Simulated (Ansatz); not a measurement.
# Decaying states in the gap of Cs3BrCl2, part 2 of 3

A new crystal, Cs3BrCl2: structure, gap and complex bands. It is built by putting Cs for Na in the Na3BrCl2 structure of space group P-3m1, with the volume rescaled by atomic radii. The parent structure comes from the Materials Project.

Ansatz 0.2.0; LDA DFT, plane waves, PAW files (the session's first sound run).

So far, gap on path (eV): step 3 (the bulk crystal and its band edges) 4.48.

The structure was built from a prototype and need not be the compound's stable phase.

## Step 4: Complex bands

This step: LDA DFT, plane waves, PAW files; complex bands by layer matching along the plane's normal (Ansatz 0.2.0).

The same crystal is laid in a cell whose first two vectors span the (001) plane (indices of the standard conventional cell, whose axes can be ordered otherwise than in the bulk input). At fixed energy and wavevector in the plane the solver finds all kz, real and complex. A few wavevectors are listed, (0, 0), (-0.5, -0.5) and (0.5, 0) in units of the plane's reciprocal vectors; the slowest state needn't be among them.

The input, input.yaml:

```yaml
crystal:
  lattice:
    - [4.826531615, 0.0, 0.0]
    - [2.413265808, 4.179898991, 0.0]
    - [0.0, 0.0, 11.83010528]
  atoms:
    - { symbol: Cs, position: [0.0, 0.0, 0.5] }
    - { symbol: Cs, position: [0.6666666667, 0.6666666667, 0.1778310851] }
    - { symbol: Cs, position: [0.3333333333, 0.3333333333, 0.8221689149] }
    - { symbol: Br, position: [0.0, 0.0, 0.0] }
    - { symbol: Cl, position: [0.6666666667, 0.6666666667, 0.6610099428] }
    - { symbol: Cl, position: [0.3333333333, 0.3333333333, 0.3389900572] }
kpoints:
  mp_grid: { grid: [6, 6, 2] }
scf:
  occupations: { method: fixed }
hamiltonian:
  xc: lda
output:
  eigenvalues: true
  transmission:
    leads: [[0, 0]]
    kpoints: [[0.0, 0.0], [-0.5, -0.5], [0.5, 0.0]]
    e_range: [-1.0, 5.48]
    de: 0.13
```

Command:

```
$ ansatz run input.yaml --threads 2 --pin off --max-ram 4096MiB --backend cpu --events-out ev --progress --plain --runs-dir out
```

Numbers of over 12 decimals in the logs are rounded to 6 here.

What it wrote:

```text
[...]
Crystal: 6 atoms, lattice volume = 238.665 Å³
Basis set: ecut = 420 eV, 4551 PW (Γ)
Bands: 30, of which v1, the nominal top of the filled ones, is band 24 counted from 1 (23 counted from 0)
Symmetry: 12 space group operations
[...]
k-points: 14 of 72
[...]
SCF iter   1: F=—  HF=-21308.174392 eV  |F-HF|=—  |Δ(HF+E_count)|=         —  Δρ=4.45e-3  dr2=5.37e-2  ethr=1.77e-3  ⟨swp⟩=5.5  Hψ=1634  notcnv=0  defer=49
[...]
SCF iter   7: F=-21308.153810 eV  HF=-21308.153810 eV  |F-HF|=3.15e-9  |Δ(HF+E_count)|=   8.89e-8  Δρ=8.13e-7  dr2=1.80e-9  ethr=2.08e-10  ⟨swp⟩=14.6  Hψ=2326  notcnv=0
SCF 1 converged in 7 iterations: F = -21308.153810 eV  dr2 = 1.80e-9
[...]
transmission: 17 of 51 steps passed
transmission: 34 of 51 steps passed
transmission: 51 of 51 steps passed
SCF converged after 7 iterations
Free energy (F): -21308.153810 eV
[...]
Internal energy: -21308.153810 eV  (E = F + TS)
E sigma→0 (E₀):  -21308.153810 eV
Fermi energy:    1.875111 eV
[...]
--- Band table (eV; the first three rows and the last of 14) ---
  k-point 0: bands = [... 20 lower, 1.3368, 1.7426, 1.8685, 1.8685, 6.3549, 8.1371, 8.3469, 8.3549, ... 2 higher]
  k-point 1: bands = [... 20 lower, 1.3933, 1.5926, 1.8423, 1.8423, 6.9900, 7.0731, 8.0695, 8.4137, ... 2 higher]
  k-point 2: bands = [... 20 lower, 1.3932, 1.6969, 1.7725, 1.8420, 6.9361, 7.7482, 8.1175, 8.2631, ... 2 higher]
  k-point 13: bands = [... 20 lower, 1.4856, 1.7310, 1.7310, 1.7742, 8.2302, 8.3558, 8.3558, 8.3718, ... 2 higher]
--- Transmission ---
  basis      : 169 plane waves across, 17 finite elements along
  points     : 3, as listed
  energies   : 50 from -1.000000 to 5.370000 eV about the Fermi level, 0.130000 eV apart; the leads are filled to 2.239880 eV, and channels, transmission and decay are at 2.250000 eV
  crystal 0  : Cs3Br1Cl2, at the sites [0, 0], period 11.8301 Å: whole cells are its period
    offset         : up to 0.0000 Å between an atom of the period and one for which it stands
    channels       : 0.000000e0 a spin
    conductance    : none, the energies end too early or step too widely for 300 K: set another output.transmission.e_range or a lower de, or, where they end at an eighth of basis.ecutwfc, a higher one
    slowest decay  : 0.3733 /Å at (0.0000, 0.0000)
```

The job ended after 42 s (2 threads of Intel Xeon Platinum 8488C (Sapphire Rapids), shared host; peak memory 0.77 GiB; 60 s of CPU time).

Numbers from this step:

```
level to which the leads are filled                       : 2.240 eV from the Fermi level
decay constant at the filling level, zone centre          : 0.3733 Å⁻¹
decay constant at the filling level, slowest listed point : 0.3733 Å⁻¹
```

K parallel (0, 0); values up to 1.5 1/Å, a degenerate pair printed once or twice; energies at which all values exceed this have no row. Im kz of the slowest decaying states against energy, zero at the highest filled level on the SCF mesh:

```
energy (eV)  decay 1 (Å⁻¹)  decay 2 (Å⁻¹)  decay 3 (Å⁻¹)  decay 4 (Å⁻¹)
     -1.000          0.382          0.904           1.10              -
     -0.480         0.0313         0.0832          0.887           1.07
      0.040          0.192          0.199          0.866           1.04
      0.560          0.322          0.460          0.844           1.01
      0.950          0.361          0.527          0.825          0.982
      1.470          0.382          0.576          0.798          0.942
      1.990          0.380          0.601          0.767          0.900
      2.510          0.362          0.611          0.733          0.853
      3.030          0.328          0.610          0.695          0.801
      3.550          0.276          0.600          0.652          0.745
      3.940          0.217          0.586          0.616          0.698
      4.460         0.0431          0.561          0.561          0.628
      4.980          0.494          0.528          0.546              -
```

K parallel (-0.5, -0.5); values up to 1.5 1/Å, a degenerate pair printed once or twice; energies at which all values exceed this have no row. Im kz of the slowest decaying states against energy, zero at the highest filled level on the SCF mesh:

```
energy (eV)  decay 1 (Å⁻¹)  decay 2 (Å⁻¹)  decay 3 (Å⁻¹)  decay 4 (Å⁻¹)
     -1.000          0.338          0.343          0.846           1.35
     -0.480          0.820           1.30              -              -
      0.040          0.176          0.191          0.209          0.792
      0.560          0.392          0.472          0.476          0.762
      0.950          0.466          0.560          0.566          0.741
      1.470          0.526          0.629          0.642          0.722
      1.990          0.549          0.650          0.692          0.738
      2.510          0.530          0.653          0.724          0.780
      3.030          0.483          0.652          0.742          0.834
      3.550          0.415          0.643          0.749          0.858
      3.940          0.349          0.629          0.748          0.838
      4.460          0.222          0.600          0.737          0.793
      4.980          0.558          0.713          0.716          0.874
```

K parallel (0.5, 0); values up to 1.5 1/Å, a degenerate pair printed once or twice; energies at which all values exceed this have no row. Table of Im kz of the slowest decaying states by energy, zero at the highest filled level on the SCF mesh:

```
energy (eV)  decay 1 (Å⁻¹)  decay 2 (Å⁻¹)  decay 3 (Å⁻¹)  decay 4 (Å⁻¹)
      -1.00          0.338          0.343          0.846           1.35
      -0.74         0.0124          0.113          0.833           1.33
      -0.48          0.820           1.30              -              -
      -0.22         0.0322          0.138          0.185          0.806
       0.04          0.176          0.191          0.209          0.792
       0.30          0.317          0.381          0.383          0.777
       0.56          0.392          0.472          0.476          0.762
       0.82          0.445          0.535           0.54          0.748
       1.08          0.485          0.582          0.588          0.735
       1.34          0.515          0.616          0.626          0.725
       1.60          0.536          0.639          0.656          0.722
       1.86          0.547          0.649          0.681          0.731
       2.12          0.548          0.651          0.701          0.748
       2.25          0.544          0.652          0.710          0.758
       2.51          0.530          0.653          0.724          0.780
       2.77          0.509          0.653          0.735          0.805
       3.03          0.483          0.652          0.742          0.834
       3.29          0.452          0.649          0.747          0.859
       3.55          0.415          0.643          0.749          0.858
       3.81          0.373          0.634          0.749          0.845
       4.07          0.323          0.623          0.746          0.830
       4.33          0.261          0.608          0.740          0.808
       4.59          0.174          0.591          0.732          0.774
       4.85          0.570          0.722          0.733          0.863
       5.11          0.545          0.693          0.709          0.883
       5.37          0.517          0.651          0.694          0.898
```

At the listed wavevectors the last open channel is at -0.09 eV and the next at +4.59 eV on the grid. At +2.25 eV, the grid energy nearest the filling level (the middle of the gap on the SCF mesh), the slowest state at the listed wavevectors decays with κ = 0.373 Å⁻¹, its amplitude falling by e over 2.7 Å. Through 1 nm of this crystal that state's transmission falls by exp(−2 × 0.373 Å⁻¹ × 10 Å) = 5.7e-4.

## Step 5: Decay over the two-dimensional zone

The listed points could miss the slowest state, so one energy near mid-gap is solved on a mesh of 12×12.

input.yaml, as its differences from that of step 4:

```diff
@@ -20,6 +20,2 @@
   eigenvalues: true
-  transmission:
-    leads: [[0, 0]]
-    kpoints: [[0.0, 0.0], [-0.5, -0.5], [0.5, 0.0]]
-    e_range: [-1.0, 5.48]
-    de: 0.13
+  transmission: { leads: [[0, 0]], kmesh: [12, 12], e_range: [2.24, 2.25], de: 0.05 }
```

What it wrote:

```text
[...]
Crystal: 6 atoms, lattice volume = 238.665 Å³
Basis set: ecut = 420 eV, 4551 PW (Γ)
Bands: 30, of which v1, the nominal top of the filled ones, is band 24 counted from 1 (23 counted from 0)
Symmetry: 12 space group operations
[...]
k-points: 14 of 72
[...]
SCF iter   1: F=—  HF=-21308.174392 eV  |F-HF|=—  |Δ(HF+E_count)|=         —  Δρ=4.45e-3  dr2=5.37e-2  ethr=1.77e-3  ⟨swp⟩=5.5  Hψ=1634  notcnv=0  defer=49
[...]
SCF iter   7: F=-21308.153810 eV  HF=-21308.153810 eV  |F-HF|=3.15e-9  |Δ(HF+E_count)|=   8.89e-8  Δρ=8.13e-7  dr2=1.80e-9  ethr=2.08e-10  ⟨swp⟩=14.6  Hψ=2326  notcnv=0
SCF 1 converged in 7 iterations: F = -21308.153810 eV  dr2 = 1.80e-9
[...]
transmission: 48 of 304 steps passed
transmission: 96 of 304 steps passed
[...]
transmission: 304 of 304 steps passed
SCF converged after 7 iterations
Free energy (F): -21308.153810 eV
[...]
Internal energy: -21308.153810 eV  (E = F + TS)
E sigma→0 (E₀):  -21308.153810 eV
Fermi energy:    1.875111 eV
[...]
--- Band table (eV; the first three rows and the last of 14) ---
  k-point 0: bands = [... 20 lower, 1.3368, 1.7426, 1.8685, 1.8685, 6.3549, 8.1371, 8.3469, 8.3549, ... 2 higher]
  k-point 1: bands = [... 20 lower, 1.3933, 1.5926, 1.8423, 1.8423, 6.9900, 7.0731, 8.0695, 8.4137, ... 2 higher]
  k-point 2: bands = [... 20 lower, 1.3932, 1.6969, 1.7725, 1.8420, 6.9361, 7.7482, 8.1175, 8.2631, ... 2 higher]
  k-point 13: bands = [... 20 lower, 1.4856, 1.7310, 1.7310, 1.7742, 8.2302, 8.3558, 8.3558, 8.3718, ... 2 higher]
--- Transmission ---
  basis      : 169 plane waves across, 16 finite elements along
  points     : 19, standing for a mesh of 12 x 12
  energies   : 1 from 2.240000 to 2.240000 eV about the Fermi level; the leads are filled to 2.239880 eV, and channels, transmission and decay are at 2.240000 eV
[...]
channels       : 0.000000e0 a spin
    conductance    : none, crystal 0 has no channel at the energies, or these end too early or step too widely for 300 K: set another output.transmission.e_range or a lower de, or, where they end at an eighth of basis.ecutwfc, a higher one
    slowest decay  : 0.3737 /Å at (0.0000, 0.0000)
```

Elapsed: 19 s, on 2 threads; peak memory 0.81 GiB.

Numbers from this step:

```
least decay constant on the mesh : 0.3737 Å⁻¹
```

Slowest decay constant (1/Å; 0 where a channel is open) over k1 and k2. At 2.2400 eV from the Fermi level.

Ten even steps from '0' (0.374) to '9' (0.643):
```
799997777777
999997677767
899877466477
999776353677
777765115677
676431013467
777651156777
977635367799
877466477899
976777679999
777777779999
679897679897
```
Columns: k1 (b1) from -0.5 to 0.417; rows upwards: k2 (b2) from -0.5 to 0.417.

The least value on the mesh is 0.374 Å⁻¹ at +2.24 eV. At that energy the listed points give about 0.374 Å⁻¹ by interpolation, so the mesh holds no clearly slower state.

## Step 6: Band edges at another level, cutoff 761.919 eV

This step: LDA DFT, plane waves, norm-conserving files (Ansatz 0.2.0).

The edges again with norm-conserving files, at the same atoms. Against that run the cutoff is 762 eV against 420.

The input, input.yaml:

```yaml
crystal:
  lattice:
    - [4.8265316152, 0.0, 0.0]
    - [-2.4132658076, 4.179898991, 0.0]
    - [0.0, 0.0, 11.8301052801]
  atoms:
    - { symbol: Cs, position: [0.0, 0.0, 0.5] }
    - { symbol: Cs, position: [0.3333333333, 0.6666666667, 0.1778310851] }
    - { symbol: Cs, position: [0.6666666667, 0.3333333333, 0.8221689149] }
    - { symbol: Br, position: [0.0, 0.0, 0.0] }
    - { symbol: Cl, position: [0.3333333333, 0.6666666667, 0.6610099428] }
    - { symbol: Cl, position: [0.6666666667, 0.3333333333, 0.3389900572] }
kpoints:
  mp_grid: { grid: [6, 6, 2] }
  band_path: { path: [VBM, CBM], npoints: 30 }
scf:
  occupations: { method: fixed }
hamiltonian:
  xc: lda
  pseudopotentials: { kind: nc }
output:
  eigenvalues: true
```

What it wrote:

```text
[...]
Crystal: 6 atoms, lattice volume = 238.665 Å³
Basis set: ecut = 761.918815 eV, 11441 PW (Γ)
Bands: 30, of which v1, the nominal top of the filled ones, is band 24 counted from 1 (23 counted from 0)
Symmetry: 12 space group operations
[...]
k-points: 14 of 72
[...]
SCF iter   1: F=—  HF=-3248.989371 eV  |F-HF|=—  |Δ(HF+E_count)|=         —  Δρ=3.40e-2  dr2=5.55e0  ethr=3.10e-3  ⟨swp⟩=6.0  Hψ=1761  notcnv=0  defer=45
[...]
SCF iter   8: F=-3246.932829 eV  HF=-3246.932829 eV  |F-HF|=3.13e-9  |Δ(HF+E_count)|=   4.29e-8  Δρ=2.99e-6  dr2=2.27e-8  ethr=2.08e-10  ⟨swp⟩=15.9  Hψ=2894  notcnv=0
SCF 1 converged in 8 iterations: F = -3246.932829 eV  dr2 = 2.27e-8
[...]
SCF converged after 8 iterations
Free energy (F): -3246.932829 eV
[...]
Internal energy: -3246.932829 eV  (E = F + TS)
E sigma→0 (E₀):  -3246.932829 eV
Fermi energy:    1.903054 eV
[...]
--- Band table (eV; the first three rows and the last of 14) ---
  k-point 0: bands = [... 20 lower, 1.3657, 1.7709, 1.8968, 1.8968, 6.3842, 8.1694, 8.3771, 8.3838, ... 2 higher]
  k-point 1: bands = [... 20 lower, 1.4222, 1.6209, 1.8708, 1.8708, 7.0185, 7.1018, 8.1023, 8.4464, ... 2 higher]
  k-point 2: bands = [... 20 lower, 1.4220, 1.7250, 1.8007, 1.8703, 6.9649, 7.7807, 8.1503, 8.2952, ... 2 higher]
  k-point 13: bands = [... 20 lower, 1.5137, 1.7588, 1.7588, 1.8016, 8.2620, 8.3875, 8.3875, 8.4032, ... 2 higher]
```

It took 37 s on 2 threads; peak memory 0.69 GiB.

This step gave:

| Item | Value |
| --- | --- |
| free energy | -3246.9328 eV |
| Fermi energy | 1.903 eV |
| gap on the k-mesh | 4.481 eV |
| gap on path | 4.481 eV, by band count; negative where bands overlap |
| direct gap on path | 4.487 eV |

Electronic bands along the path, in eV, zero at the Fermi level (highest filled level under fixed occupations); v1 is the highest filled band, c1 the lowest empty one:

```
  point     v4     v3     v2     v1    c1    c2    c3    c4
    VBM  -0.49  -0.08  -0.04   0.00  4.80  6.32  6.33  6.92
halfway  -0.45  -0.18  -0.10  -0.04  5.43  5.65  6.13  6.48
    CBM  -0.54  -0.13  -0.01  -0.01  4.48  6.27  6.47  6.48
```

The searched edges give 4.48 eV, as on the mesh.

[end of part 2 of 3]

[Logs are printed without paths, hosts, clocks, repeated set-up lines and the standing remarks that a program may print on its own settings, such as how far it seeks lower states.]

[Hosts, paths, dates, database ids (printed as entryN), source tags and the programs' standing remarks are cut or masked in the printed files.]
